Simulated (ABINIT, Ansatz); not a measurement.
**RbSrCl3 (Pm-3m): modes at Γ and the response to a field**

Wanted: the vibrations of RbSrCl3 (Pm-3m) at Γ, by two programs.

Method: DFT LDA, scalar-relativistic, plane waves, PseudoDojo norm-conserving pseudopotentials, in ABINIT 10.8.3.

The structure was built from a prototype and need not be the compound's stable phase.

**1. Set-up**

Symmetry: Pm-3m, No. 221, cubic system. Conventional cell: a = 5.490 Å, b = 5.490 Å, c = 5.490 Å, α = 90.00°, β = 90.00°, γ = 90.00°. Nearest to Rb lie 12 Cl at 3.88 Å. Nearest to Sr lie 6 Cl at 2.74 Å. Cl has 2 Sr at 2.74 Å and 4 Rb at 3.88 Å nearest. Farther neighbours and most contacts between anions are not listed.

Coordinates:

```cif
data_structure
_symmetry_space_group_name_H-M 'P 1'
_symmetry_Int_Tables_number 1
_cell_length_a 5.4899
_cell_length_b 5.4899
_cell_length_c 5.4899
_cell_angle_alpha 90.000
_cell_angle_beta 90.000
_cell_angle_gamma 90.000
_cell_volume 165.46
loop_
_atom_site_label
_atom_site_type_symbol
_atom_site_fract_x
_atom_site_fract_y
_atom_site_fract_z
_atom_site_occupancy
Rb1 Rb 0.00000 0.00000 0.00000 1
Sr2 Sr 0.50000 0.50000 0.50000 1
Cl3 Cl 0.50000 0.50000 0.00000 1
Cl4 Cl 0.50000 0.00000 0.50000 1
Cl5 Cl 0.00000 0.50000 0.50000 1
```

**2. Relaxing the cell and atoms**

The harmonic expansion needs vanishing forces, and a free crystal bears no stress, so cell and atoms are brought to rest. Stress is more sensitive to the basis than forces are: the last 3 Ha under the cutoff are smoothed with ecutsm, and the cutoff is raised above that of the later runs.

The starting cell comes from a relaxation made beforehand in Ansatz (LDA, PseudoDojo NC).

relax.abi reads:

```
# relaxation
ionmov 2
optcell 2
dilatmx 1.08
ntime 40
tolmxf 1.0d-05
tolvrs 1.0d-14
prtwf 0
prtden 0
chksymtnons 0

# basis, mesh and filling
ecut 35.0
ecutsm 3.0
ngkpt 4 4 4
nshiftk 1
shiftk 0.0 0.0 0.0
istwfk *1
occopt 1
nband 20
nstep 100
diemac 9.0
prtebands 0
prtgsr 0
useylm 1

# cell and atoms
acell 3*1.0 Angstrom
rprim 
    5.489908113 0.0 0.0
    0.0 5.489908113 0.0
    0.0 0.0 5.489908113
ntypat 3
znucl 37 38 17
natom 5
typat 1 2 3 3 3
xred 
    0.0 0.0 0.0
    0.5 0.5 0.5
    0.5 0.5 0.0
    0.5 0.0 0.5
    0.0 0.5 0.5
pp_dirpath "./pseudo"
pseudos "Rb.upf, Sr.upf, Cl.upf"
```

On the command line:

```bash
$ OMP_NUM_THREADS=1 mpirun -n 4 abinit relax.abi > relax.log
```

Numbers of over 12 decimals in the logs are rounded to 6 here.

relax.abo, the main output file:

```text
[banners, grids, parts of the stress and lines that vanish by symmetry left out]
- input  file    -> relax.abi
- output file    -> relax.abo
- root for input  files -> relaxi
[...]
Symmetries : space group Pm -3 m (#221); Bravais cP (primitive cubic)
[...]
mpw =       13949          nfft =      216000          nkpt =          10
[...]
== DATASET  1 ==================================================================
[...]
cutoff_energies: {ecut:  35.0, pawecutdg:  -1.0, }
[...]
ETOT  1  -110.90671204522    -1.109E+02 1.227E-01 3.472E+02
 ETOT  2  -110.98116239287    -7.445E-02 2.256E-05 5.403E+01
 ETOT  3  -110.98508978291    -3.927E-03 6.248E-05 1.830E+01
 ETOT  4  -110.98573864905    -6.489E-04 3.937E-06 2.403E-01
 ETOT  5  -110.98575490005    -1.625E-05 7.124E-07 2.587E-02
[...]
At SCF step   13       vres2   =  4.25E-15 < tolvrs=  1.00E-14 =>converged.
[...]
sigma(1 1)=  2.22374410E-07  sigma(3 2)=  0.00000000E+00
  sigma(2 2)=  2.22374410E-07  sigma(3 1)=  0.00000000E+00
  sigma(3 3)=  2.22374410E-07  sigma(2 1)=  0.00000000E+00
[...]
convergence: {deltae: -5.457E-12, res2:  4.254E-15, residm:  4.338E-20, diffor: null, }
etotal    :  -1.10985756E+02
[...]
ETOT  1  -110.98575575798    -1.110E+02 1.784E-13 5.700E-05
[...]
At SCF step    9       vres2   =  3.01E-15 < tolvrs=  1.00E-14 =>converged.
[...]
sigma(1 1)=  2.04114067E-07  sigma(3 2)=  0.00000000E+00
  sigma(2 2)=  2.04114067E-07  sigma(3 1)=  0.00000000E+00
  sigma(3 3)=  2.04114067E-07  sigma(2 1)=  0.00000000E+00
[...]
convergence: {deltae: -4.533E-12, res2:  3.007E-15, residm:  1.950E-20, diffor: null, }
etotal    :  -1.10985756E+02
[...]
ETOT  1  -110.98575535822    -1.110E+02 1.013E-11 7.118E-03
[...]
ETOT  9  -110.98575578649     5.073E-12 2.529E-18 3.766E-13
 ETOT 10  -110.98575578648     1.356E-11 1.140E-19 7.325E-15
 At SCF step   10       vres2   =  7.32E-15 < tolvrs=  1.00E-14 =>converged.
[...]
sigma(1 1)= -9.70203583E-11  sigma(3 2)=  0.00000000E+00
  sigma(2 2)= -9.70203588E-11  sigma(3 1)=  0.00000000E+00
  sigma(3 3)= -9.70203588E-11  sigma(2 1)=  0.00000000E+00
[...]
convergence: {deltae:  1.356E-11, res2:  7.325E-15, residm:  1.140E-19, diffor: null, }
etotal    :  -1.10985756E+02
[...]
At Broyd/MD step   3, gradients are converged :
[...]
sigma(1 1)= -9.70203583E-11  sigma(3 2)=  0.00000000E+00
  sigma(2 2)= -9.70203588E-11  sigma(3 1)=  0.00000000E+00
  sigma(3 3)= -9.70203588E-11  sigma(2 1)=  0.00000000E+00
[...]
- sigma(1 1)= -2.85443749E-06  sigma(3 2)=  0.00000000E+00
- sigma(2 2)= -2.85443750E-06  sigma(3 1)=  0.00000000E+00
- sigma(3 3)= -2.85443750E-06  sigma(2 1)=  0.00000000E+00
[...]
fcart     -0.0000000000E+00 -0.0000000000E+00 -0.0000000000E+00
           strten     -9.7020358327E-11 -9.7020358761E-11 -9.7020358761E-11
================================================================================

[key lines of the parts left out:]
pressure_GPa:   2.8544E-06
Total energy (etotal) [Ha]= -1.10985755786480E+02
```

Wall time 96 s (4 MPI ranks of Arm Neoverse V1, shared host).

Little changed from the start: no atom moved by 0.005 Å and no cell edge by 0.1 %.

Read from the output:

```yaml
volume_per_atom: 33.08 Å³
pressure: 2.85e-6 GPa
```

**3. Ground state**

The response is built on these wavefunctions, so the potential is converged far more tightly than an energy would need. The mesh is shifted off Γ, since shifted meshes converge sums over the zone faster.

gs.abi reads:

```
# ground state
tolvrs 1.0d-16
prtden 1
prtwf 1

# basis, mesh and filling
ecut 28.0
ngkpt 4 4 4
nshiftk 1
shiftk 0.5 0.5 0.5
istwfk *1
occopt 1
nband 20
nstep 100
diemac 9.0
prtebands 0
prtgsr 0
useylm 1

# cell and atoms
acell 3*1.0 Angstrom
rprim 
    5.489462204 0.0 0.0
    0.0 5.489462204 0.0
    0.0 0.0 5.489462204
ntypat 3
znucl 37 38 17
natom 5
typat 1 2 3 3 3
xred 
    0.0 0.0 0.0
    0.5 0.5 0.5
    0.5 0.5 0.0
    0.5 0.0 0.5
    0.0 0.5 0.5
pp_dirpath "./pseudo"
pseudos "Rb.upf, Sr.upf, Cl.upf"
```

On the command line:

```bash
$ OMP_NUM_THREADS=1 mpirun -n 4 abinit gs.abi > gs.log
```

gs.abo, the main output file:

```text
[banners, grids, parts of the stress and lines that vanish by symmetry left out]
- input  file    -> gs.abi
- output file    -> gs.abo
- root for input  files -> gsi
[...]
Symmetries : space group Pm -3 m (#221); Bravais cP (primitive cubic)
[...]
mpw =        7920          nfft =      125000          nkpt =           4
[...]
== DATASET  1 ==================================================================
[...]
cutoff_energies: {ecut:  28.0, pawecutdg:  -1.0, }
[...]
ETOT  1  -110.87995101696    -1.109E+02 1.284E-01 1.669E+02
 ETOT  2  -110.98335886196    -1.034E-01 1.430E-05 2.918E+01
 ETOT  3  -110.98476274381    -1.404E-03 3.063E-05 8.904E+00
 ETOT  4  -110.98528394948    -5.212E-04 2.725E-06 2.313E-01
 ETOT  5  -110.98533574841    -5.180E-05 1.481E-06 4.050E-02
[...]
ETOT 13  -110.98534105434    -2.899E-12 4.731E-19 1.489E-15
 ETOT 14  -110.98534105433     7.418E-12 9.219E-21 8.696E-17
 At SCF step   14       vres2   =  8.70E-17 < tolvrs=  1.00E-16 =>converged.
[...]
sigma(1 1)=  4.60297691E-06  sigma(3 2)=  0.00000000E+00
  sigma(2 2)=  4.60297691E-06  sigma(3 1)=  0.00000000E+00
  sigma(3 3)=  4.60297691E-06  sigma(2 1)=  0.00000000E+00
[...]
convergence: {deltae:  7.418E-12, res2:  8.696E-17, residm:  9.219E-21, diffor: null, }
etotal    :  -1.10985341E+02
[...]
sigma(1 1)=  4.60297691E-06  sigma(3 2)=  0.00000000E+00
  sigma(2 2)=  4.60297691E-06  sigma(3 1)=  0.00000000E+00
  sigma(3 3)=  4.60297691E-06  sigma(2 1)=  0.00000000E+00
[...]
- sigma(1 1)=  1.35424256E-01  sigma(3 2)=  0.00000000E+00
- sigma(2 2)=  1.35424256E-01  sigma(3 1)=  0.00000000E+00
- sigma(3 3)=  1.35424256E-01  sigma(2 1)=  0.00000000E+00
[...]
fcart     -0.0000000000E+00 -0.0000000000E+00 -0.0000000000E+00
           strten      4.6029769117E-06  4.6029769117E-06  4.6029769117E-06
================================================================================

[key lines of the parts left out:]
pressure_GPa:  -1.3542E-01
```

Run time: 11 s. Hardware: 4 MPI ranks.

Numbers from this step:

```yaml
pressure: -0.1354 GPa
```

The cell stands at -0.14 GPa: the relaxation ran with a smoothed and higher cutoff and on another k mesh.

**4. Empty bands**

Empty bands on the ground state's density check that the gap assumed so far is there in this cell.

gap.abi reads:

```
# empty bands on the ground state's density
iscf -2
getden_filepath "gso_DEN"
tolwfr 1.0d-12
nbdbuf 2
prtwf 0

# basis, mesh and filling
ecut 28.0
ngkpt 4 4 4
nshiftk 1
shiftk 0.0 0.0 0.0
istwfk *1
occopt 1
nband 24
nstep 100
diemac 9.0
prtebands 0
prtgsr 0
useylm 1

# cell and atoms
acell 3*1.0 Angstrom
rprim 
    5.489462204 0.0 0.0
    0.0 5.489462204 0.0
    0.0 0.0 5.489462204
ntypat 3
znucl 37 38 17
natom 5
typat 1 2 3 3 3
xred 
    0.0 0.0 0.0
    0.5 0.5 0.5
    0.5 0.5 0.0
    0.5 0.0 0.5
    0.0 0.5 0.5
pp_dirpath "./pseudo"
pseudos "Rb.upf, Sr.upf, Cl.upf"
```

On the command line:

```bash
$ OMP_NUM_THREADS=1 mpirun -n 4 abinit gap.abi > gap.log
```

gap.abo, the main output file:

```text
[banners, grids, parts of the stress and lines that vanish by symmetry left out]
- input  file    -> gap.abi
- output file    -> gap.abo
- root for input  files -> gapi
[...]
Symmetries : space group Pm -3 m (#221); Bravais cP (primitive cubic)
[...]
mpw =        7945          nfft =      125000          nkpt =          10
[...]
== DATASET  1 ==================================================================
[...]
cutoff_energies: {ecut:  28.0, pawecutdg:  -1.0, }
[...]
-outvars: echo values of variables after computation
            acell      1.8897261259E+00  1.8897261259E+00  1.8897261259E+00 Bohr
================================================================================
```

The job ended after 22 s (4 MPI ranks).

Read from the output:

```
gap on the k-mesh : 4.446 eV
```

In this cell the gap on the mesh is 4.4 eV, indirect (smallest direct 4.6 eV), so fixed occupations hold.

**5. Linear response at Γ**

The derivative of the wavefunctions by k comes first, since the response to a field is built on it; then the field and the displacements that symmetry doesn't supply are solved at q = 0.

It reads the wavefunctions written in step 3.

dfpt_gamma.abi reads:

```
ndtset 2

# common to the responses
getwfk_filepath "gso_WFK"
kptopt 2
nqpt 1
qpt 0.0 0.0 0.0
asr 0
chneut 0

# d/dk
rfelfd1 2
rfdir1 1 1 1
iscf1 -3
tolwfr1 1.0d-20

# displacements, field
rfphon2 1
rfatpol2 1 5
rfdir2 1 1 1
rfelfd2 3
getddk2 1
tolvrs2 1.0d-10
prtwf2 0

# basis, mesh and filling
ecut 28.0
ngkpt 4 4 4
nshiftk 1
shiftk 0.5 0.5 0.5
istwfk *1
occopt 1
nband 20
nstep 100
diemac 9.0
prtebands 0
prtgsr 0
useylm 1

# cell and atoms
acell 3*1.0 Angstrom
rprim 
    5.489462204 0.0 0.0
    0.0 5.489462204 0.0
    0.0 0.0 5.489462204
ntypat 3
znucl 37 38 17
natom 5
typat 1 2 3 3 3
xred 
    0.0 0.0 0.0
    0.5 0.5 0.5
    0.5 0.5 0.0
    0.5 0.0 0.5
    0.0 0.5 0.5
pp_dirpath "./pseudo"
pseudos "Rb.upf, Sr.upf, Cl.upf"
```

On the command line:

```bash
$ OMP_NUM_THREADS=1 mpirun -n 4 abinit dfpt_gamma.abi > dfpt_gamma.log
```

dfpt_gamma.abo, the main output file:

```text
[banners, grids, parts of the stress and lines that vanish by symmetry left out]
- input  file    -> dfpt_gamma.abi
- output file    -> dfpt_gamma.abo
- root for input  files -> dfpt_gammai
[...]
DATASET    1 : space group Pm -3 m (#221); Bravais cP (primitive cubic)
[...]
nfft =      125000          nkpt =          32
[...]
DATASET    2 : space group Pm -3 m (#221); Bravais cP (primitive cubic)
[...]
nfft =      125000          nkpt =          32
[...]
== DATASET  1 ==================================================================
[...]
cutoff_energies: {ecut:  28.0, pawecutdg:  -1.0, }
[...]
- 17.00000   7.00000  180309                  znucl, zion, pspdat
[...]
Perturbation : derivative vs k along direction   1
[...]
-ETOT  1  -14.065499320333     -1.407E+01 5.049E-02 0.000E+00
 ETOT  2  -14.110197673770     -4.470E-02 3.920E-04 0.000E+00
 ETOT  3  -14.110564058181     -3.664E-04 8.788E-06 0.000E+00
 ETOT  4  -14.110567855778     -3.798E-06 7.122E-08 0.000E+00
 ETOT  5  -14.110567899789     -4.401E-08 2.184E-09 0.000E+00
[...]
At SCF step   12   max residual=  9.94E-21 < tolwfr=  1.00E-20 =>converged.
[...]
Perturbation : derivative vs k along direction   2
[...]
-ETOT  1  -14.064806691772     -1.406E+01 3.220E-02 0.000E+00
[...]
At SCF step   12   max residual=  9.72E-21 < tolwfr=  1.00E-20 =>converged.
[...]
Perturbation : derivative vs k along direction   3
[...]
-ETOT  1  -14.065499994952     -1.407E+01 5.049E-02 0.000E+00
[...]
At SCF step   12   max residual=  9.93E-21 < tolwfr=  1.00E-20 =>converged.
[...]
1        1       0.8886092562   -0.0000000000
     1        2       0.0000000000    0.0000000000
     1        3       0.0000000000    0.0000000000
     2        1       0.0000000000    0.0000000000
     2        2       0.8886092562   -0.0000000000
     2        3       0.0000000000    0.0000000000
     3        1       0.0000000000    0.0000000000
     3        2       0.0000000000    0.0000000000
     3        3       0.8886092562   -0.0000000000
[...]
== DATASET  2 ==================================================================
[...]
cutoff_energies: {ecut:  28.0, pawecutdg:  -1.0, }
[...]
Perturbation : displacement of atom   1   along direction   1
[...]
-ETOT  1  0.195424     -2.097E+03 2.859E+00 1.587E+02
[...]
At SCF step   11       vres2   =  1.65E-11 < tolvrs=  1.00E-10 =>converged.
[...]
Perturbation : displacement of atom   2   along direction   1
[...]
-ETOT  1   10.791311569772     -2.727E+03 1.201E+01 4.384E+03
[...]
At SCF step   13       vres2   =  9.53E-12 < tolvrs=  1.00E-10 =>converged.
[...]
Perturbation : displacement of atom   3   along direction   1
[...]
-ETOT  1   1.313408     -1.344E+03 2.393E+00 2.027E+03
[...]
At SCF step   12       vres2   =  1.37E-12 < tolvrs=  1.00E-10 =>converged.
[...]
Perturbation : displacement of atom   3   along direction   3
[...]
-ETOT  1   10.881109041356     -1.363E+03 2.367E+00 6.311E+03
[...]
At SCF step   11       vres2   =  4.23E-11 < tolvrs=  1.00E-10 =>converged.
[...]
Perturbation : homogeneous electric field along direction   1
[...]
-ETOT  1  -44.084607309932     -4.408E+01 5.805E-01 1.759E+04
[...]
ETOT 11  -52.903847655258     -1.599E-11 2.328E-14 4.474E-09
 ETOT 12  -52.903847655260     -1.521E-12 2.712E-15 7.401E-11
 At SCF step   12       vres2   =  7.40E-11 < tolvrs=  1.00E-10 =>converged.
[...]
Dielectric tensor, in cartesian coordinates,
[...]
1    7   1    7         2.6233371118        -0.0000000000
   1    7   2    7        -0.0000000000        -0.0000000000
   1    7   3    7        -0.0000000000        -0.0000000000
   2    7   1    7        -0.0000000000        -0.0000000000
   2    7   2    7         2.6233371118        -0.0000000000
   2    7   3    7        -0.0000000000        -0.0000000000
   3    7   1    7        -0.0000000000        -0.0000000000
   3    7   2    7        -0.0000000000        -0.0000000000
   3    7   3    7         2.6233371118        -0.0000000000
  Effective charges, in cartesian coordinates,
[...]
1    1   1    7         1.2868491928         0.0000000000
   2    1   1    7         0.0000000000         0.0000000000
   3    1   1    7         0.0000000000         0.0000000000
   1    2   1    7         2.3964511255         0.0000000000
   2    2   1    7         0.0000000000         0.0000000000
[...]
Effective charges, in cartesian coordinates,
[...]
2    7   1    5         0.0000000000         0.0000000000
   3    7   1    5         0.0000000000         0.0000000000
   1    7   2    5         0.0000000000         0.0000000000
   2    7   2    5        -0.8804057642         0.0000000000
   3    7   2    5         0.0000000000         0.0000000000
   1    7   3    5         0.0000000000         0.0000000000
   2    7   3    5         0.0000000000         0.0000000000
   3    7   3    5        -0.8804057642         0.0000000000
  Phonon wavevector (reduced coordinates) :  0.00000  0.00000  0.00000
 Phonon energies in Hartree :
[...]
Phonon frequencies in cm-1    :
- -5.066646E+01 -5.066646E+01 -5.066646E+01 -3.956079E+01 -3.956079E+01
- -3.956079E+01  4.005845E-01  4.005847E-01  4.005856E-01  6.637355E+01
-  6.637355E+01  6.637355E+01  2.749813E+02  2.749813E+02  2.749813E+02
  Phonon at Gamma, with non-analyticity in the
[...]
Phonon energies in Hartree :
[...]
Phonon frequencies in cm-1    :
- -5.066646E+01 -5.066646E+01 -3.956079E+01 -3.956079E+01 -3.956079E+01
-  2.738322E-01  4.005845E-01  4.005847E-01  3.723667E+01  6.637355E+01
-  6.637355E+01  8.693129E+01  2.749813E+02  2.749813E+02  3.077739E+02
  Phonon at Gamma, with non-analyticity in the
[...]
Phonon energies in Hartree :
[...]
Phonon frequencies in cm-1    :
- -5.066646E+01 -5.066646E+01 -3.956079E+01 -3.956079E+01 -3.956079E+01
-  2.738309E-01  4.005845E-01  4.005856E-01  3.723667E+01  6.637355E+01
-  6.637355E+01  8.693129E+01  2.749813E+02  2.749813E+02  3.077739E+02
  Phonon at Gamma, with non-analyticity in the
[...]
Phonon energies in Hartree :
[...]
Phonon frequencies in cm-1    :
- -5.066646E+01 -5.066646E+01 -3.956079E+01 -3.956079E+01 -3.956079E+01
-  2.738306E-01  4.005847E-01  4.005856E-01  3.723667E+01  6.637355E+01
-  6.637355E+01  8.693129E+01  2.749813E+02  2.749813E+02  3.077739E+02
[...]
fcart2     0.0000000000E+00  0.0000000000E+00  0.0000000000E+00
           strten2     0.0000000000E+00  0.0000000000E+00  0.0000000000E+00
================================================================================
```

Run time: 4.3 min. Hardware: 4 MPI ranks.

Numbers from this step:

| Quantity | Value |
| --- | --- |
| miss of the charge sum rule | 0.01577 e |
| largest acoustic frequency at the zone centre before the sum rule | 0.4 cm⁻¹ |
| highest optical zone-centre mode (no LO-TO term) | 275.0 cm⁻¹ |
| lowest optical zone-centre mode | -50.67 cm⁻¹ |
| mean high-frequency dielectric constant | 2.623 |
| largest Born charge in size (third of the trace) | 2.397 e |

Born charge (rows field, columns displacement), before the sum rule (e), principal values of the symmetric part by kind of site:

| atom | atoms with these values | low | middle | high | mean |
| --- | --- | --- | --- | --- | --- |
| Rb1 | 1 | 1.29 | 1.29 | 1.29 | 1.29 |
| Sr2 | 1 | 2.40 | 2.40 | 2.40 | 2.40 |
| Cl3 | 3 | -1.91 | -0.88 | -0.88 | -1.22 |

In full for Rb1:

```
1.29 0.00 0.00
0.00 1.29 0.00
0.00 0.00 1.29
```

High-frequency dielectric tensor:

```
2.62 0.00 0.00
0.00 2.62 0.00
0.00 0.00 2.62
```

The acoustic modes at Γ come out as far as 0.4 cm⁻¹ from zero, where they should vanish, a small numerical error; the Born charges miss their sum rule by 0.016 e, which is good. The lowest optical mode is imaginary, 51i cm⁻¹, an instability at this level and on this k mesh.

(Part 1 of 2 ends here.)

[Host names and launcher messages were left out of these logs when they were recorded.]

[Logs are printed without paths, hosts, clocks, repeated set-up lines and the standing remarks that a program may print on its own settings, such as how far it seeks lower states.]

[Hosts, paths, dates, database ids (printed as entryN), source tags and the programs' standing remarks are cut or masked in the printed files.]
